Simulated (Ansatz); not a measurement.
# Ta wire along [111], 14 atoms a period: bands along the axis

Wanted: the relaxed geometry and the bands of the Ta wire along [111], 14 atoms a period.

Calculated with Ansatz 0.2.0; DFT PBE, plane waves, PAW; relaxation of a wire's period; PAW set soft_1, in the first sound run; inputs show where later runs differ.

### Step 1. Starting point

The cell holds 14 atoms: 14 Ta. Cell: a = 13.843 Å, b = 16.288 Å, c = 2.875 Å, α = 90.0°, β = 90.0°, γ = 90.0°. Vacuum lies along a and b. The structure's axis is c.

Structure file:

```cif
data_structure
_symmetry_space_group_name_H-M 'P 1'
_symmetry_Int_Tables_number 1
_cell_length_a 13.8430
_cell_length_b 16.2880
_cell_length_c 2.8752
_cell_angle_alpha 90.000
_cell_angle_beta 90.000
_cell_angle_gamma 90.000
_cell_volume 648.29
loop_
_atom_site_label
_atom_site_type_symbol
_atom_site_fract_x
_atom_site_fract_y
_atom_site_fract_z
_atom_site_occupancy
Ta1 Ta 0.24561 0.70802 0.00000 1
Ta2 Ta 0.41520 0.45838 0.00000 1
Ta3 Ta 0.58479 0.70802 0.00000 1
Ta4 Ta 0.24561 0.37517 0.33333 1
Ta5 Ta 0.41520 0.62481 0.33333 1
Ta6 Ta 0.58479 0.37517 0.33333 1
Ta7 Ta 0.75437 0.62481 0.33333 1
Ta8 Ta 0.24561 0.54160 0.66667 1
Ta9 Ta 0.41520 0.29196 0.66667 1
Ta10 Ta 0.41520 0.79124 0.66667 1
Ta11 Ta 0.58479 0.54160 0.66667 1
Ta12 Ta 0.75437 0.29196 0.66667 1
Ta13 Ta 0.58479 0.20874 0.00000 1
Ta14 Ta 0.75437 0.45838 0.00000 1
```

### Step 2. The relaxed wire

Band widths follow the bond lengths, so the wire is relaxed first. The atoms and the third cell vector are free; the box across stays fixed as vacuum. A Fermi-Dirac smearing is set since the result may be a metal. The pressure printed is a third of the stress's trace over the whole box, vacuum included; only the stress along the axis is relaxed.

File input.yaml:

```yaml
crystal:
  lattice:
    - [13.843, 0.0, 0.0]
    - [0.0, 16.288, 0.0]
    - [0.0, 0.0, 2.8752043406]
  atoms:
    - { symbol: Ta, position: [0.2456115, 0.708024677, 0.0] }
    - { symbol: Ta, position: [0.415198621, 0.458383655, 0.0] }
    - { symbol: Ta, position: [0.584785742, 0.708024677, 0.0] }
    - { symbol: Ta, position: [0.2456115, 0.375169981, 0.333333333] }
    - { symbol: Ta, position: [0.415198621, 0.624811003, 0.333333333] }
    - { symbol: Ta, position: [0.584785742, 0.375169981, 0.333333333] }
    - { symbol: Ta, position: [0.754372863, 0.624811003, 0.333333333] }
    - { symbol: Ta, position: [0.2456115, 0.541597329, 0.666666667] }
    - { symbol: Ta, position: [0.415198621, 0.291956307, 0.666666667] }
    - { symbol: Ta, position: [0.415198621, 0.791238352, 0.666666667] }
    - { symbol: Ta, position: [0.584785742, 0.541597329, 0.666666667] }
    - { symbol: Ta, position: [0.754372863, 0.291956307, 0.666666667] }
    - { symbol: Ta, position: [0.584785742, 0.208742633, 0.0] }
    - { symbol: Ta, position: [0.754372863, 0.458383655, 0.0] }
kpoints:
  mp_grid: { grid: [1, 1, 28] }
scf:
  occupations: { method: fermi_dirac, width: 0.05 }
hamiltonian:
  xc: pbe
  pseudopotentials: { kind: paw, azcp: { folder: soft_1 } }
relax:
  cell: { fix: [a, b, alpha, beta, gamma] }
  max_steps: 45
  f_tol: 0.03
```

Launch:

```console
$ ansatz run input.yaml --threads 4 --pin off --max-ram 16384MiB --backend cpu --events-out ev --progress --plain --runs-dir out
```

Numbers of over 12 decimals in the logs are rounded to 6 here.

The program printed:

```text
Engine: ansatz 0.2.0, aarch64-unknown-linux-gnu
Pseudopotentials: kind: paw
Pseudopotential: Ta, paw, valence charge 13, recommended cutoff 420 eV (normal), soft_1/Ta.paw.azcp
Functional definition: PBE
  parameter kappa = 0.804
  parameter beta = 0.066725
  exchange = pbe_x(kappa = kappa, mu = beta*pi^2/3)
  correlation = pbe_c(beta = beta)
Crystal: 14 atoms, lattice volume = 648.286 Å³
Basis set: ecut = 420 eV, 12629 PW (Γ), exchange–correlation on 192×240×40 points (8 copies of the dense FFT grid, shifted against one another)
Bands: 110, of which v1, the nominal top of the filled ones, is band 91 counted from 1 (90 counted from 0)
Symmetry: 2 space group operations
Space group: P-1 (ITA 2), of the structure as read, at distance tolerance 8.7e-5 Å
k-points: 15 of 28
Non-local potential: Ta, projectors of the file, l = 0: 3, l = 1: 2, l = 2: 2, l = 3: 1
PAW form: soft (Blöchl's): semilocal exchange-correlation on the pseudo side does not see the compensation charge
PAW one-centre angular grid: Ta, 590 points (default); XC on 64 Gauss nodes
Initial density: superposition of atomic densities (neutral atoms: chi_scale 0, normalization atom)
Initial wavefunctions: pseudopotential atomic-orbital guess
Functional: x = pbe(κ = 0.804, μ = 0.219515), c = pbe(β = 0.066725)
SCF iter   1: F=—  HF=-139063.215411 eV  |F-HF|=—  |Δ(HF+E_count)|=         —  Δρ=4.55e-2  dr2=1.52e2  ethr=3.10e-3  ⟨swp⟩=10.3  Hψ=7951  notcnv=0  defer=4
preconditioner: auto → LDOS  [metal: Δε(μ)=0.011 eV  Ē_g=4.006 eV  σ=0.050 eV  W_gap=0.05  n_scr=88 (ndim 8)  ℏωp=12.2 eV  f_vac=0.438  D(μ)=12.80/eV (n_scr^D=64)  β→1.0]
SCF iter   2: F=—  HF=-139064.768601 eV  |F-HF|=—  |Δ(HF+E_count)|=    1.55e0  Δρ=6.13e-2  dr2=4.20e2  ethr=3.10e-3  ⟨swp⟩=7.5  Hψ=5373  notcnv=0  defer=48  recentre
SCF iter   3: F=—  HF=-139051.383303 eV  |F-HF|=—  |Δ(HF+E_count)|=    1.34e1  Δρ=1.95e-2  dr2=3.79e1  ethr=3.10e-3  ⟨swp⟩=7.5  Hψ=5554  notcnv=0  defer=29
SCF iter   4: F=—  HF=-139048.902547 eV  |F-HF|=—  |Δ(HF+E_count)|=    2.48e0  Δρ=3.99e-3  dr2=5.82e-1  ethr=3.10e-3  ⟨swp⟩=3.5  Hψ=2799  notcnv=0  defer=42
SCF iter   5: F=—  HF=-139048.874084 eV  |F-HF|=—  |Δ(HF+E_count)|=   2.85e-2  Δρ=1.64e-3  dr2=7.86e-2  ethr=3.20e-4  ⟨swp⟩=3.6  Hψ=2462  notcnv=0  defer=42
SCF iter   6: F=—  HF=-139048.872168 eV  |F-HF|=—  |Δ(HF+E_count)|=   1.92e-3  Δρ=6.62e-4  dr2=1.94e-2  ethr=4.32e-5  ⟨swp⟩=2.0  Hψ=2289  notcnv=0  defer=42
SCF iter   7: F=—  HF=-139048.871368 eV  |F-HF|=—  |Δ(HF+E_count)|=   8.00e-4  Δρ=2.69e-4  dr2=3.36e-3  ethr=1.06e-5  ⟨swp⟩=2.0  Hψ=2086  notcnv=0  defer=42
SCF iter   8: F=—  HF=-139048.871425 eV  |F-HF|=—  |Δ(HF+E_count)|=   5.71e-5  Δρ=7.66e-5  dr2=1.25e-4  ethr=1.84e-6  ⟨swp⟩=2.0  Hψ=2084  notcnv=0  defer=42
SCF iter   9: F=—  HF=-139048.871444 eV  |F-HF|=—  |Δ(HF+E_count)|=   1.83e-5  Δρ=3.12e-5  dr2=6.12e-5  ethr=6.89e-8  ⟨swp⟩=2.7  Hψ=2936  notcnv=0  defer=42
SCF iter  10: F=—  HF=-139048.871461 eV  |F-HF|=—  |Δ(HF+E_count)|=   1.79e-5  Δρ=1.15e-5  dr2=1.03e-5  ethr=3.36e-8  ⟨swp⟩=1.3  Hψ=1662  notcnv=0  defer=42
SCF iter  11: F=-139048.871462 eV  HF=-139048.871462 eV  |F-HF|=2.49e-8  |Δ(HF+E_count)|=   1.92e-7  Δρ=2.75e-6  dr2=9.81e-8  ethr=5.49e-11  ⟨swp⟩=5.1  Hψ=7164  notcnv=0
SCF 1 converged in 11 iterations: F = -139048.871462 eV  dr2 = 9.81e-8
  greatest PAW one-centre occupation: 0.999 electrons in one spin orbital (limit 2), on the Ta atom at site 10 (counted from 0), in its partial waves of l = 0
relax step   1: F+E_penalty+E_count = -139048.87146163 eV  Δ(F+E_penalty+E_count) = +0.000e0 eV  max|allowed force component| = 1.653e0 eV/Å  Δτ_max = 0.0000 Å  P = -5.818 GPa  Ω = 648.286 Å³  fix = [a, b, alpha, beta, gamma]  reactions: a -5.183, b -5.493 GPa; alpha +0.017, beta +0.058, gamma -0.309 GPa/rad  (11 SCF iters, dr2 threshold 1.00e-7 eV, accepted)
Crystal: 14 atoms, lattice volume = 621.855 Å³
Basis set: ecut = 420 eV, 12221 PW (Γ), exchange–correlation on 192×240×40 points (8 copies of the dense FFT grid, shifted against one another)
Initial density: handed on by an earlier stage of this run
Initial wavefunctions: those handed on with the density
SCF iter   1: F=—  HF=-139050.731342 eV  |F-HF|=—  |Δ(HF+E_count)|=         —  Δρ=1.46e-2  dr2=7.84e0  ethr=3.10e-3  ⟨swp⟩=9.7  Hψ=7379  notcnv=0  defer=5
preconditioner: auto → LDOS  [metal: Δε(μ)=0.005 eV  Ē_g=3.631 eV  σ=0.050 eV  W_gap=0.02  n_scr=86 (ndim 8)  ℏωp=12.5 eV  f_vac=0.477  D(μ)=16.41/eV (n_scr^D=86)  β→1.0]
SCF iter   2: F=—  HF=-139050.518674 eV  |F-HF|=—  |Δ(HF+E_count)|=   2.13e-1  Δρ=1.06e-2  dr2=3.84e0  ethr=3.10e-3  ⟨swp⟩=3.1  Hψ=2783  notcnv=0  defer=49
SCF iter   3: F=—  HF=-139050.072680 eV  |F-HF|=—  |Δ(HF+E_count)|=   4.46e-1  Δρ=2.45e-3  dr2=1.94e-1  ethr=2.11e-3  ⟨swp⟩=2.3  Hψ=2373  notcnv=0  defer=49
SCF iter   4: F=—  HF=-139050.050013 eV  |F-HF|=—  |Δ(HF+E_count)|=   2.27e-2  Δρ=6.10e-4  dr2=5.29e-3  ethr=1.06e-4  ⟨swp⟩=2.2  Hψ=3129  notcnv=0  defer=50
SCF iter   5: F=—  HF=-139050.051439 eV  |F-HF|=—  |Δ(HF+E_count)|=   1.43e-3  Δρ=2.17e-4  dr2=9.37e-4  ethr=2.91e-6  ⟨swp⟩=2.0  Hψ=2253  notcnv=0  defer=50
SCF iter   6: F=—  HF=-139050.051603 eV  |F-HF|=—  |Δ(HF+E_count)|=   1.65e-4  Δρ=7.21e-5  dr2=7.63e-5  ethr=5.15e-7  ⟨swp⟩=2.0  Hψ=2130  notcnv=0  defer=50
SCF iter   7: F=—  HF=-139050.051624 eV  |F-HF|=—  |Δ(HF+E_count)|=   2.08e-5  Δρ=2.51e-5  dr2=2.24e-5  ethr=4.19e-8  ⟨swp⟩=2.0  Hψ=2153  notcnv=0  defer=50
SCF iter   8: F=-139050.051626 eV  HF=-139050.051627 eV  |F-HF|=4.62e-7  |Δ(HF+E_count)|=   2.82e-6  Δρ=7.88e-6  dr2=1.38e-6  ethr=7.69e-10  ⟨swp⟩=4.0  Hψ=6894  notcnv=0
SCF 2 converged in 8 iterations: F = -139050.051626 eV  dr2 = 1.38e-6
relax step   2: F+E_penalty+E_count = -139050.05162649 eV  Δ(F+E_penalty+E_count) = -1.180e0 eV  max|allowed force component| = 1.219e0 eV/Å  Δτ_max = 0.1949 Å  P = +1.280 GPa  Ω = 621.855 Å³  energy of the carried Pulay correction = +2.182e-3 eV  fix = [a, b, alpha, beta, gamma]  reactions: a +1.386, b +0.953 GPa; alpha +0.104, beta +0.200, gamma -0.419 GPa/rad  (8 SCF iters, dr2 threshold 1.40e-6 eV, accepted)
Crystal: 14 atoms, lattice volume = 628.210 Å³
Basis set: ecut = 420 eV, 12333 PW (Γ), exchange–correlation on 192×240×40 points (8 copies of the dense FFT grid, shifted against one another)
iter 1 solved again at ethr=2.84e-3 eV; its pass at ethr=3.10e-3 eV (dr2=5.17e0 eV) is discarded
SCF iter   1: F=—  HF=-139050.422952 eV  |F-HF|=—  |Δ(HF+E_count)|=         —  Δρ=1.13e-2  dr2=5.47e0  ethr=2.84e-3  ⟨swp⟩=1.4  Hψ=8148  notcnv=0
[...]
SCF iter   7: F=—  HF=-139050.120956 eV  |F-HF|=—  |Δ(HF+E_count)|=   7.18e-6  Δρ=1.47e-5  dr2=3.88e-6  ethr=1.60e-8  ⟨swp⟩=2.0  Hψ=2179  notcnv=0  defer=54
SCF iter   8: F=-139050.120957 eV  HF=-139050.120957 eV  |F-HF|=4.65e-7  |Δ(HF+E_count)|=   5.78e-7  Δρ=5.69e-6  dr2=6.96e-7  ethr=7.69e-10  ⟨swp⟩=5.0  Hψ=6112  notcnv=0
SCF 3 converged in 8 iterations: F = -139050.120957 eV  dr2 = 6.96e-7
relax step   3: F+E_penalty+E_count = -139050.12095660 eV  Δ(F+E_penalty+E_count) = -6.933e-2 eV  max|allowed force component| = 8.695e-1 eV/Å  Δτ_max = 0.1682 Å  P = -0.076 GPa  Ω = 628.210 Å³  energy of the carried Pulay correction = +1.649e-3 eV  fix = [a, b, alpha, beta, gamma]  reactions: a -0.152, b +0.241 GPa; alpha +0.250, beta +0.425, gamma +0.251 GPa/rad  (8 SCF iters, dr2 threshold 1.40e-6 eV, accepted)
[...]
relax step   4: F+E_penalty+E_count = -139050.23375611 eV  Δ(F+E_penalty+E_count) = -1.128e-1 eV  max|allowed force component| = 1.178e-1 eV/Å  Δτ_max = 0.1533 Å  P = -0.167 GPa  Ω = 624.851 Å³  energy of the carried Pulay correction = +1.930e-3 eV  fix = [a, b, alpha, beta, gamma]  reactions: a -0.129, b -0.267 GPa; alpha -0.035, beta -0.088, gamma -0.186 GPa/rad  (8 SCF iters, dr2 threshold 1.40e-6 eV, accepted)
[...]
relax step   5: F+E_penalty+E_count = -139050.24365256 eV  Δ(F+E_penalty+E_count) = -9.896e-3 eV  max|allowed force component| = 4.518e-2 eV/Å  Δτ_max = 0.0697 Å  P = -0.001 GPa  Ω = 625.072 Å³  energy of the carried Pulay correction = +1.912e-3 eV  fix = [a, b, alpha, beta, gamma]  reactions: a -0.024, b +0.041 GPa; alpha +0.006, beta +0.016, gamma +0.011 GPa/rad  (7 SCF iters, dr2 threshold 8.68e-7 eV, accepted)
[...]
relax step   6: F+E_penalty+E_count = -139050.24571413 eV  Δ(F+E_penalty+E_count) = -2.062e-3 eV  max|allowed force component| = 2.082e-2 eV/Å  Δτ_max = 0.0266 Å  P = -0.057 GPa  Ω = 624.668 Å³  energy of the carried Pulay correction = +1.945e-3 eV  fix = [a, b, alpha, beta, gamma]  reactions: a -0.114, b -0.024 GPa; alpha +0.004, beta -0.011, gamma +0.014 GPa/rad  (7 SCF iters, dr2 threshold 1.28e-7 eV, accepted)
Initial wavefunctions: pseudopotential atomic-orbital guess (no wavefunctions were taken with the density)
iter 1 solved again at ethr=3.09e-6 eV; its pass at ethr=3.10e-3 eV (dr2=5.63e-3 eV) is discarded
SCF iter   1: F=—  HF=-139050.243862 eV  |F-HF|=—  |Δ(HF+E_count)|=         —  Δρ=4.34e-5  dr2=1.41e-6  ethr=3.09e-6  ⟨swp⟩=4.1  Hψ=11326  notcnv=0
eigensolver tolerance schedule: the retry pair's looser diagonalisation over-reported the residual by 3978.36 of it (diagonalisation noise at an unbounded share of the residual, at the tolerance the schedule requests for it); recorded, not acted on — ethr = c·dr2/N_el stays at c = 1.0e-1
preconditioner: auto → LDOS  [metal: Δε(μ)=0.008 eV  Ē_g=3.433 eV  σ=0.050 eV  W_gap=0.04  n_scr=86 (ndim 8)  ℏωp=12.4 eV  f_vac=0.469  D(μ)=19.30/eV (n_scr^D=120)  β→1.0]
SCF iter   2: F=—  HF=-139050.243900 eV  |F-HF|=—  |Δ(HF+E_count)|=   3.78e-5  Δρ=5.44e-6  dr2=8.79e-8  ethr=7.77e-10  ⟨swp⟩=3.7  Hψ=4615  notcnv=0
SCF iter   3: F=—  HF=-139050.243900 eV  |F-HF|=—  |Δ(HF+E_count)|=   1.28e-8  Δρ=1.74e-6  dr2=5.37e-8  ethr=4.83e-11  ⟨swp⟩=2.1  Hψ=2920  notcnv=0
SCF iter   4: F=—  HF=-139050.243900 eV  |F-HF|=—  |Δ(HF+E_count)|=   8.64e-9  Δρ=5.08e-7  dr2=6.23e-9  ethr=2.95e-11  ⟨swp⟩=2.2  Hψ=2767  notcnv=0
SCF iter   5: F=—  HF=-139050.243900 eV  |F-HF|=—  |Δ(HF+E_count)|=  3.20e-10  Δρ=1.65e-7  dr2=3.91e-10  ethr=3.43e-12  ⟨swp⟩=2.5  Hψ=2611  notcnv=0
SCF iter   6: F=-139050.243900 eV  HF=-139050.243900 eV  |F-HF|=1.46e-10  |Δ(HF+E_count)|=  1.46e-10  Δρ=6.64e-8  dr2=1.20e-10  ethr=1.00e-12  ⟨swp⟩=5.0  Hψ=6047  notcnv=0
SCF 7 converged in 6 iterations: F = -139050.243900 eV  dr2 = 1.20e-10
relax step   7: F+E_penalty+E_count = -139050.24390014 eV  Δ(F+E_penalty+E_count) = +1.814e-3 eV  max|allowed force component| = 2.081e-2 eV/Å  Δτ_max = 0.0000 Å  P = -0.057 GPa  Ω = 624.668 Å³  fix = [a, b, alpha, beta, gamma]  reactions: a -0.113, b -0.023 GPa; alpha +0.004, beta -0.011, gamma +0.014 GPa/rad  stress off target by 3.42e-2 GPa on what of the cell is left free  SCF on the basis re-selected at this cell (its energy is not comparable with the rows above)  (6 SCF iters)
basis re-selected at this cell: Δ(F+E_penalty+E_count) = +1.814e-3 eV, ΔP = +0.000 GPa vs the last step (what re-selecting the basis moved, of the pressure what is left beyond the Pulay correction that the steps carried, after the strain that the cell walked since its last selection, with what the two solves' SCF thresholds leave and, on support functions, any second-order correction that the steps lacked; it is no m [...]
SCF converged after 6 iterations
Free energy (F): -139050.243900 eV
Harris-Foulkes:  -139050.243900 eV  (|F-HF|=1.46e-10)
Internal energy: -139050.088788 eV  (E = F + TS)
E sigma→0 (E₀):  -139050.166344 eV
Entropy (-TS):   -0.155112 eV (-11.079 meV/atom)
Fermi energy:    5.315503 eV
--- Per-component energies (eV) ---
  E_band       = -3908.810457
  E_kinetic    = 5509.975110
  E_local      = -75782.182148  (includes V_loc(G=0)·N_el)
  E_nonlocal   = -152.389579
  E_hartree    = 35605.957503
  E_xc         = -4486.326907
  E_vxc        = -3255.690425  (∫ρ·V_xc dr)
  E_paw        = -116263.656440  (= ΣΔE_a)
  E_vpaw       = -1440.438449  (= ΣTr[D̂ρ^β])
  E_aug_tail   = 0.001314  (compensation charges beyond the density's cutoff)
  E_ewald      = 16518.532358
  E_smearing   = -0.155112  (= −TS)
  E_closure    = 0.000000  (closes the sum)
  Σ components = -139050.243900   (vs F -139050.243900, Δ=0.00e0)
--- Forces (eV/Å), atoms counted from 1 ---
  atom   1  Ta    -0.00511834    -0.00233514     0.00015681
  atom   2  Ta     0.01539080     0.00686236    -0.02081122
  atom   3  Ta    -0.00759732    -0.00446028    -0.00766425
  atom   4  Ta    -0.00423186    -0.00174861    -0.00407055
  atom   5  Ta     0.00375666     0.00267251     0.00822876
  atom   6  Ta    -0.00375666    -0.00267251    -0.00822876
  atom   7  Ta     0.00423186     0.00174861     0.00407055
  atom   8  Ta    -0.00043836     0.00602804     0.00530622
  atom   9  Ta     0.00759732     0.00446028     0.00766425
  atom  10  Ta     0.00513009     0.01453186    -0.00526173
  atom  11  Ta    -0.01539080    -0.00686236     0.02081122
  atom  12  Ta     0.00511834     0.00233514    -0.00015681
  atom  13  Ta    -0.00513009    -0.01453186     0.00526173
  atom  14  Ta     0.00043836    -0.00602804    -0.00530622
  max |Σ_I F_I| component: 1.73e-18 eV/Å
--- Stress (GPa, compression-positive) ---
       -0.112954      -0.013577       0.011138
       -0.013577      -0.022688      -0.003696
        0.011138      -0.003696      -0.034230
  P = ⅓ Tr σ = -0.0566 GPa (-0.566 kbar)
--- Relaxed structure (6 steps of the walk, 6 accepted, 1 SCFs on fresh bases) ---
  F+E_penalty+E_count = -139050.24390014 eV   max|allowed force component| = 2.081e-2 eV/Å   (the final SCF, on the basis selected at the relaxed cell)
  cell:  # Å, volume = 624.6679 Å³
    - [13.843, 0, 0]
    - [0, 16.288, 0]
    - [0, 0, 2.770456]
  atoms:
    - { symbol: Ta, position: [0.258552, 0.702582, 0.014930] }
    - { symbol: Ta, position: [0.414997, 0.458964, 0.00379133] }
    - { symbol: Ta, position: [0.586967, 0.706262, 0.000881327] }
    - { symbol: Ta, position: [0.252769, 0.380564, 0.351494] }
    - { symbol: Ta, position: [0.418421, 0.621991, 0.334012] }
    - { symbol: Ta, position: [0.581563, 0.377990, 0.332655] }
    - { symbol: Ta, position: [0.747216, 0.619417, 0.315173] }
    - { symbol: Ta, position: [0.246793, 0.542151, 0.667401] }
    - { symbol: Ta, position: [0.413017, 0.293719, 0.665785] }
    - { symbol: Ta, position: [0.418773, 0.779824, 0.655740] }
    - { symbol: Ta, position: [0.584987, 0.541017, 0.662875] }
    - { symbol: Ta, position: [0.741432, 0.297399, 0.651737] }
    - { symbol: Ta, position: [0.581211, 0.220157, 0.010927] }
    - { symbol: Ta, position: [0.753192, 0.457830, -0.000734795] }
```

Wall time 2.2 min (4 threads of Arm Neoverse V2, shared host); peak memory 2.1 GiB; 8.5 min of CPU time.

[end of part 1 of 2]

[Logs are printed without paths, hosts, clocks, repeated set-up lines and the standing remarks that a program may print on its own settings, such as how far it seeks lower states.]

[Hosts, paths, dates, database ids (printed as entryN), source tags and the programs' standing remarks are cut or masked in the printed files.]
